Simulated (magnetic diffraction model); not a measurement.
# Which magnetic order? Ho₃Mn₃Ga₂Pb

Space group P-62m (no. 189), a = 7.1500 Å, c = 4.3940 Å.

```csv
site,atom,x,y,z
1b,Pb,0,0,1/2
3g,Ho,0,0.5719,1/2
2c,Ga,2/3,1/3,0
3f,Mn,0,0.2347,0
```

This is a made-up structure (elements placed in a structure type, unrelaxed), so the numbers test the method and describe no known phase.

Only Ho is taken to order (form factors of Ho3+); orders and moment sizes are assumed, and not adapted to the symmetry. Radiation: neutrons of λ = 2.52 Å, 5° to 80°; isotropic B of 0.36 Å² (Pb), 0.41 Å² (Ho), 0.57 Å² (Ga) and 0.76 Å² (Mn). Simulated constant-wavelength pattern: nuclear and magnetic terms add, the magnetic one as |2.695 fm × Σ f S⊥ exp(2πi Q·r) exp(−B s²)|², summed over all Q at one angle with the factor 1/(sin²θ cos θ). For collinear order S is the moment m, which repeats by lattice and centring translations R with the sign exp(−2πi k·R). Free-ion form factors, Sears's scattering lengths of 1992, no absorption; a label names one of the reflections at its angle. The strongest nuclear line in the range is 100, and lines under 0.2 are left out.

Above the ordering temperature:

```csv
2θ (°),index,I
23.48,(1 0 0),21.4
33.33,(0 0 1),43.5
41.17,(1 0 1),42.3
41.27,(1 1 0),68.4
48.03,(2 0 0),41.6
54.05,(1 1 1),42.5
59.72,(2 0 1),100.0
65.15,(2 1 0),1.3
69.99,(0 0 2),18.6
74.97,(1 0 2),5.5
75.18,(2 1 1),61.3
75.25,(3 0 0),26.9
```

Below it (cell unchanged):

```csv
2θ (°),I
23.48,142.3
33.33,65.7
41.17,283.4
41.27,158.6
48.03,95.3
54.05,154.2
59.72,175.4
65.15,27.2
69.99,23.3
74.97,89.8
75.18,127.2
75.25,56.0
```

**Question.** Find the propagation vector, then choose among these models:
A. collinear moments along [001], 8.4 μB on Ho; signs + at (0, 0.5719, 1/2), − at (0.4281, 0.4281, 1/2), − at (0.5719, 0, 1/2)
B. collinear moments along [001], 8.4 μB on Ho; signs + at (0, 0.5719, 1/2), + at (0.4281, 0.4281, 1/2), − at (0.5719, 0, 1/2)
C. collinear moments along [120], 8.4 μB on Ho; signs + at (0, 0.5719, 1/2), − at (0.4281, 0.4281, 1/2), − at (0.5719, 0, 1/2)
D. collinear moments along [120], 8.4 μB on Ho; signs + at (0, 0.5719, 1/2), + at (0.4281, 0.4281, 1/2), − at (0.5719, 0, 1/2)

No line moves, and magnetic intensity falls on nuclear lines such as the one at 41.17°, so the magnetic cell equals the chemical primitive cell: k = 0.

Magnetic intensity, observed (below minus above) and for each model:

| 2θ (°) | index | observed | A | B | C | D |
| --- | --- | --- | --- | --- | --- | --- |
| 23.48 | (1 0 0) | 120.9 | 519.5 | 519.5 | 329.2 | 120.9 |
| 41.17 | (1 0 1) | 241.1 | 108.7 | 108.7 | 284.6 | 241.1 |
| 41.27 | (1 1 0) | 90.3 | 111.6 | 111.6 | 38.5 | 90.3 |
| 48.03 | (2 0 0) | 53.7 | 72.1 | 72.1 | 27.3 | 53.7 |
| 54.05 | (1 1 1) | 111.7 | 75.9 | 75.9 | 76.5 | 111.7 |
| 65.15 | (2 1 0) | 26.0 | 108.4 | 108.4 | 68.3 | 26.0 |
| 74.97 | (1 0 2) | 84.4 | 10.3 | 10.3 | 88.5 | 84.4 |
| 75.18 | (2 1 1) | 65.9 | 125.9 | 125.9 | 115.0 | 65.9 |

Model D matches.

The structure used: k = (0 0 0), collinear moments along [120], 8.4 μB on Ho; signs + at (0, 0.5719, 1/2), + at (0.4281, 0.4281, 1/2), − at (0.5719, 0, 1/2).

[Logs are printed without paths, hosts, clocks, repeated set-up lines and the standing remarks that a program may print on its own settings, such as how far it seeks lower states.]
